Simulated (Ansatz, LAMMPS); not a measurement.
**(K,Na)Cl at 900 K with crystalline order left by the classical run (76 atoms): a short ab initio trajectory**

How do the atoms of (K,Na)Cl at 900 K with crystalline order left by the classical run (76 atoms) move, and what local order do they keep?

Calculated with Ansatz 0.2.0; Kohn-Sham DFT, PBE, PAW (set soft_2), plane waves.

**1. The structure**

The cell holds 76 atoms: 21 K, 17 Na and 38 Cl. Its edges and angles: a = 13.595 Å, b = 13.595 Å, c = 13.595 Å, α = 90.0°, β = 90.0°, γ = 90.0°. 76 atoms (21 K, 17 Na, 38 Cl) placed at random at 1.69 g/cm³, melted at 1800 K for 10 ps at fixed volume with the Lennard-Jones and Coulomb ion parameters for SPC/E (Joung and Cheatham, J. Phys. Chem. B 112, 9020 (2008)), full charges. Snapshot at the end of a hold of 20 ps at 900 K and fixed volume.

Limits known from the start: The starting topology of bonds comes from the classical model, and needn't be the one that DFT or experiment would give. The ion parameters were fitted for water, not for melts, so the starting structure of this cell may lie well off the real melt's. Sampling is at Γ alone, for a cell whose shortest periodic width is 14 Å.

**2. Dynamics at 900 K**

A Nosé–Hoover thermostat steers the temperature while disturbing the dynamics little. The time step is 2.0 fs.

File input.yaml:

```yaml
crystal:
  lattice:
    - [13.5954, 0.0, 0.0]
    - [0.0, 13.5954, 0.0]
    - [0.0, 0.0, 13.5954]
  atoms:
    - { symbol: K, position: [0.93054, 0.00948, 0.39777] }
    - { symbol: K, position: [0.69758, 0.05691, 0.21558] }
    - { symbol: K, position: [0.47019, 0.74282, 0.65904] }
    - { symbol: K, position: [0.70156, 0.35966, 0.03446] }
    [... 66 atom lines left out ...]
    - { symbol: Cl, position: [0.93825, 0.32267, 0.98474] }
    - { symbol: Cl, position: [0.53174, 0.24895, 0.58881] }
    - { symbol: Cl, position: [0.45898, 0.10566, 0.31059] }
    - { symbol: Cl, position: [0.53666, 0.67915, 0.9507] }
    - { symbol: Cl, position: [0.72221, 0.05074, 0.45443] }
    - { symbol: Cl, position: [0.16819, 0.96573, 0.31761] }
kpoints:
  mp_grid: { grid: [1, 1, 1] }
hamiltonian:
  xc: pbe
scf:
  occupations: { method: fermi_dirac, width: 0.078 }
output:
  forces: true
md:
  timestep: 2.0
  n_steps: 94
  ensemble: nvt_nose_hoover
  temperature: 900
  initial_velocities: maxwell_boltzmann
  seed: 1215
```

Run with:

```console
$ ansatz run input.yaml --threads 4 --pin off --max-ram 8192MiB --backend cpu --events-out ev --progress --plain --runs-dir out
```

Elapsed: 15 min, on 4 threads of AMD EPYC 7R43, shared host; peak memory 3.1 GiB.

The program notes that it switched symmetry off.

The trajectory, sampled:

```
time (fs)  T (K)  potential (meV/atom)  conserved (meV/atom)
      0.0    900                   0.0                  0.00
     12.0    838                   8.0                  0.01
     26.0    751                  19.3                  0.02
     38.0    713                  25.0                  0.02
     50.0    720                  25.3                  0.02
     62.0    773                  20.5                  0.02
     76.0    858                  12.8                  0.01
     88.0    911                   9.2                  0.01
    100.0    950                   7.4                  0.01
    112.0    948                  10.7                  0.00
    126.0    872                  23.4                  0.02
    138.0    808                  33.7                  0.03
    150.0    785                  38.8                  0.03
    162.0    804                  38.6                  0.02
    176.0    857                  34.2                  0.02
    188.0    901                  30.6                  0.01
```

Mean square displacement from the first frame to the last: K 0.98 Å², Na 0.81 Å², Cl 0.82 Å².

Table of mean square displacement by time lag:

```csv
time lag (fs),Cl (Å²),K (Å²),Na (Å²)
2.0,2.2e-4,2.3e-4,3.4e-4
4.0,8.9e-4,9.2e-4,0.00136
8.0,0.00355,0.00368,0.00542
12.0,0.00795,0.00828,0.0121
16.0,0.0140,0.0147,0.0213
20.0,0.0218,0.0229,0.0330
24.0,0.0312,0.0329,0.0469
28.0,0.0421,0.0446,0.0630
32.0,0.0545,0.0579,0.0810
36.0,0.0683,0.0729,0.101
40.0,0.0835,0.0895,0.122
44.0,0.100,0.108,0.145
48.0,0.118,0.127,0.170
50.0,0.127,0.137,0.182
54.0,0.147,0.159,0.208
58.0,0.167,0.182,0.235
62.0,0.189,0.206,0.262
66.0,0.211,0.231,0.290
70.0,0.234,0.257,0.318
74.0,0.258,0.284,0.347
78.0,0.282,0.312,0.375
82.0,0.307,0.341,0.404
86.0,0.332,0.370,0.432
90.0,0.357,0.400,0.459
94.0,0.383,0.430,0.486
```

Over the second half of 188 fs the temperature averages 864 K with swings of 60 K r.m.s. The conserved energy stays within 0.03 meV/atom. From first frame to last K has the largest mean square displacement, 0.98 Å² at the end; the farthest move is 2.07 Å. The run spans 0.19 ps, too short for its means to be equilibrium values.

**3. Distances and neighbours late in the run**

The g(r) is a mean over the second half; what follows it is taken at the last frame.

Density 1.69 g/cm³, 33.06 Å³ an atom.

Mean of 13 frames. g(r), total and by pair (bins of 0.2 Å):

```csv
r (Å),total,Cl-Cl,Cl-K,Cl-Na,K-K,K-Na,Na-Na
2.30,0.04,0.00,0.00,0.17,0.00,0.00,0.00
2.50,0.53,0.00,0.00,2.35,0.00,0.00,0.00
2.70,1.00,0.00,0.33,4.04,0.00,0.00,0.00
2.90,1.30,0.00,2.17,3.12,0.00,0.00,0.00
3.10,1.65,0.00,3.99,2.42,0.00,0.00,0.11
3.30,1.40,0.02,3.35,1.73,0.00,0.18,1.22
3.50,0.91,0.17,1.91,1.01,0.08,0.24,1.49
3.70,0.87,0.69,1.33,0.68,0.62,0.52,1.41
3.90,1.01,1.34,0.89,0.61,1.02,1.07,1.68
4.10,1.06,2.15,0.21,0.36,1.68,1.17,2.25
4.30,1.34,2.67,0.25,0.40,2.35,1.68,2.61
4.50,1.27,2.08,0.13,0.41,2.54,2.59,2.19
4.70,1.46,2.41,0.27,0.45,2.62,3.04,2.15
4.90,1.17,1.60,0.55,0.67,2.63,1.56,1.47
5.10,1.01,1.34,0.85,0.89,1.21,0.90,0.70
5.30,0.77,0.69,0.86,1.00,0.36,0.66,0.46
5.50,0.70,0.37,0.99,0.92,0.40,0.57,0.54
5.70,0.63,0.24,0.90,0.97,0.31,0.49,0.41
5.90,0.73,0.44,0.93,1.06,0.36,0.61,0.59
6.10,0.74,0.74,0.78,0.92,0.34,0.60,0.66
6.30,0.74,0.45,0.87,0.98,0.61,0.65,0.86
6.50,0.86,0.64,0.99,1.08,0.79,0.70,0.77
6.70,1.02,0.64,1.21,1.48,0.84,0.66,0.93
```

Bonds by pair of elements; cutoffs follow the first minimum of g(r), held within bounds set by covalent radii, and pairs that aren't listed don't count as bonded:

| pair A-B | cutoff (Å) | bonds | mean length (Å) | spread (Å) | shortest (Å) | B about A | A about B |
| --- | --- | --- | --- | --- | --- | --- | --- |
| Cl-K | 4.06 | 120 | 3.34 | 0.329 | 2.67 | 3.16 | 5.71 |
| Cl-Na | 3.56 | 79 | 2.92 | 0.276 | 2.37 | 2.08 | 4.65 |

The cutoff for Cl-Na falls short of the minimum of g(r), so counts run low and odd coordinations can be artefacts.

How many atoms have how many bonded neighbours:

```
element  mean  4   5   6
     Cl  5.24  4  21  13
      K  5.71  1   4  16
     Na  4.65  8   7   2
```

Bond angles, per cent of each kind in bins of 5°:

| angle (°) | Cl-K-Cl | K-Cl-Na | K-Cl-K | Cl-Na-Cl | Na-Cl-Na |
| --- | --- | --- | --- | --- | --- |
| 60–65 | 0.7 | 0.0 | 2.5 | 0.0 | 0.0 |
| 65–70 | 1.8 | 0.5 | 1.9 | 0.0 | 0.0 |
| 70–75 | 3.5 | 6.1 | 6.2 | 3.4 | 4.2 |
| 75–80 | 8.0 | 4.1 | 12.5 | 6.1 | 6.9 |
| 80–85 | 13.6 | 8.1 | 10.6 | 6.1 | 11.1 |
| 85–90 | 12.2 | 11.2 | 13.1 | 14.9 | 19.4 |
| 90–95 | 13.6 | 12.2 | 10.6 | 14.2 | 15.3 |
| 95–100 | 10.8 | 13.2 | 10.6 | 12.8 | 11.1 |
| 100–105 | 6.6 | 7.6 | 6.9 | 8.1 | 8.3 |
| 105–110 | 3.9 | 7.6 | 3.8 | 8.8 | 2.8 |
| 110–115 | 3.9 | 3.5 | 0.0 | 3.4 | 8.3 |
| 115–120 | 0.7 | 1.0 | 1.2 | 2.7 | 0.0 |
| 120–125 | 0.0 | 1.0 | 0.0 | 0.7 | 0.0 |
| 125–130 | 0.4 | 0.0 | 0.0 | 0.0 | 0.0 |
| 130–135 | 0.4 | 1.0 | 0.0 | 0.0 | 0.0 |
| 135–140 | 0.0 | 0.5 | 0.0 | 0.7 | 0.0 |
| 140–145 | 0.7 | 1.0 | 0.6 | 0.7 | 0.0 |
| 145–150 | 1.1 | 1.5 | 2.5 | 1.4 | 1.4 |
| 150–155 | 2.8 | 2.0 | 2.5 | 1.4 | 0.0 |
| 155–160 | 1.8 | 5.6 | 3.8 | 2.7 | 2.8 |
| 160–165 | 4.5 | 3.5 | 2.5 | 4.0 | 2.8 |
| 165–170 | 5.6 | 5.1 | 3.8 | 2.7 | 1.4 |
| 170–175 | 2.8 | 3.5 | 4.4 | 4.0 | 1.4 |
| 175–180 | 0.7 | 0.0 | 0.0 | 1.4 | 2.8 |

Bond angles (no mean is given where the spread exceeds 20°):

```csv
angle,count,mean (°),spread (°)
Cl-K-Cl,286,-,-
K-Cl-Na,197,-,-
K-Cl-K,160,-,-
Cl-Na-Cl,148,-,-
Na-Cl-Na,72,-,-
```

Bond length by coordination (bonds to H left out):

```csv
element,coordination,atoms,mean bond length (Å)
Cl,4,4,3.02
Cl,5,21,3.17
Cl,6,13,3.21
K,4,1,3.34
K,5,4,3.37
K,6,16,3.33
Na,4,8,2.84
Na,5,7,2.97
Na,6,2,2.97
```

For some of the pairs, g(r) has its first main peak near 3.1 Å (Cl-K), 2.7 Å (Cl-Na) and 4.6 Å (K-Na).

**4. Single point at the last frame**

The last frame is solved again with fuller output, to read the electronic structure of a thermally displaced geometry.

File input.yaml:

```yaml
crystal:
  lattice:
    - [13.5954, 0.0, 0.0]
    - [0.0, 13.5954, 0.0]
    - [0.0, 0.0, 13.5954]
  atoms:
    - { symbol: K, position: [0.96194, 0.94901, 0.37955] }
    - { symbol: K, position: [0.64957, 0.07052, 0.23177] }
    - { symbol: K, position: [0.50633, 0.76463, 0.73348] }
    - { symbol: K, position: [0.7028, 0.36386, 0.0696] }
    [... 66 atom lines left out ...]
    - { symbol: Cl, position: [0.94237, 0.34037, 0.93713] }
    - { symbol: Cl, position: [0.52685, 0.22218, 0.57872] }
    - { symbol: Cl, position: [0.44958, 0.08311, 0.30678] }
    - { symbol: Cl, position: [0.50699, 0.68984, 0.94075] }
    - { symbol: Cl, position: [0.69644, 0.0208, 0.45153] }
    - { symbol: Cl, position: [0.18009, 0.89416, 0.37037] }
kpoints:
  mp_grid: { grid: [1, 1, 1] }
hamiltonian:
  xc: pbe
scf:
  occupations: { method: fixed }
output:
  forces: true
  stress: true
  populations: true
  dos:
    method: { smearing: { sigma: 0.08 } }
    de: 0.1
    projected: { site_lists: { Cl: [Cl], K: [K], Na: [Na] } }
  eigenvalues: true
  write_density: true
  write_potential: true
  volumetric_format: npy
```

It took 26 s on 4 threads; peak memory 2.9 GiB.

Read from the output:

```yaml
free_energy: -98715.7429 eV
free_energy_per_atom: -1298.8914 eV/atom
scf_cycles: 7
pressure: -0.2638 GPa
r_m_s_force_component: 0.3452 eV/Å
longest_force: 1.353 eV/Å
fermi_energy: 0.8136 eV
spacing_of_highest_filled_and_lowest_empty_level: 3.273 eV
spilling_of_the_projection: 0.003157
```

Length of the force by element:

```
element  coordination  atoms  mean length of the force (eV/Å)  spread  least  most
     Cl           all     38                            0.528   0.247  0.144  1.33
      K           all     21                            0.556   0.299  0.148  1.35
     Na           all     17                            0.521   0.271  0.147  1.28
```

Löwdin charges by element (they lack the spilled electrons, 0.025 e an atom on average):

| element | coordination | atoms | mean charge (e) | spread | least | most |
| --- | --- | --- | --- | --- | --- | --- |
| Cl | all | 38 | -0.708 | 0.0131 | -0.734 | -0.672 |
| K | all | 21 | 0.784 | 0.0091 | 0.770 | 0.806 |
| Na | all | 17 | 0.727 | 0.0077 | 0.709 | 0.736 |

States in the cell by windows of 1 eV, zero at the Fermi level; the larger projections on atomic orbitals stand beside the total:

```csv
from (eV),to (eV),total,Cl p,Cl s,K p
-18,-15,0.0,0.0,0.0,0.0
-15,-14,0.1,0.0,0.1,0.0
-14,-13,55.9,0.1,40.7,12.7
-13,-12,106.0,0.3,26.6,78.0
-12,-11,40.0,0.2,5.2,34.5
-11,-3,0.0,0.0,0.0,0.0
-3,-2,41.8,38.7,0.1,0.1
-2,-1,144.7,139.7,0.2,0.4
-1,0,40.8,40.1,0.0,0.1
0,1,0.7,0.7,0.0,0.0
1,3,0.0,0.0,0.0,0.0
3,4,2.0,0.0,0.3,0.0
4,5,12.8,1.1,1.0,0.1
```

The curve was stored every 0.100 eV, coarse against its broadening of 0.08 eV, so these counts are rough.

With fixed occupations the program's Fermi level is the highest filled level; weight inside the gap is the broadening of levels at its edges.

Between -26 and -18 eV lie 102 more states.

The stored curve holds about 532 of the 608 electrons; the rest, give or take the few that broadening carries across the Fermi level, lie in deeper levels below its range.

The levels nearest the highest filled one (over half full), pooled over k-points and spins:

```
level less the highest filled one (eV)  occupation
                                -0.656           2
                                -0.629           2
                                -0.593           2
                                -0.160           2
                               -0.0773           2
                                     0           2
                                  3.27           0
                                  4.25           0
                                  4.41           0
                                  4.49           0
                                  4.57           0
                                  4.65           0
```

Mean Löwdin charges: Cl -0.71, K +0.78, Na +0.73 e (they miss 0.32 % of the electrons, so they add up to more than the cell's charge).

**5. Summary of results**

| Quantity | Value |
| --- | --- |
| mean temperature, second half | 864.2 K |
| temperature swing, second half | 60.16 K |
| slope of the conserved energy against time, by least squares | 0.0382 meV/atom/ps |
| free energy per atom | -1298.8914 eV/atom |
| pressure | -0.2638 GPa |
| r.m.s. force component | 0.3452 eV/Å |
| gap (highest filled to lowest empty level) | 3.273 eV |
| wall time of the 2 DFT runs | 15 min |

**Reading.** Over the second half of 188 fs the temperature averages 864 K with swings of 60 K r.m.s. The conserved energy stays within 0.03 meV/atom. The run spans 0.19 ps, too short for its means to be equilibrium values. Between filled and empty levels lie 3.27 eV (at Γ alone); a semilocal functional tends to put such gaps too low. In a disordered cell it changes from sample to sample, and tail or defect levels can set it.

**Limits.** The pressure of a single frame lacks the kinetic term, about 0.36 GPa here.

[Logs are printed without paths, hosts, clocks, repeated set-up lines and the standing remarks that a program may print on its own settings, such as how far it seeks lower states.]

[Hosts, paths, dates, database ids (printed as entryN), source tags and the programs' standing remarks are cut or masked in the printed files.]
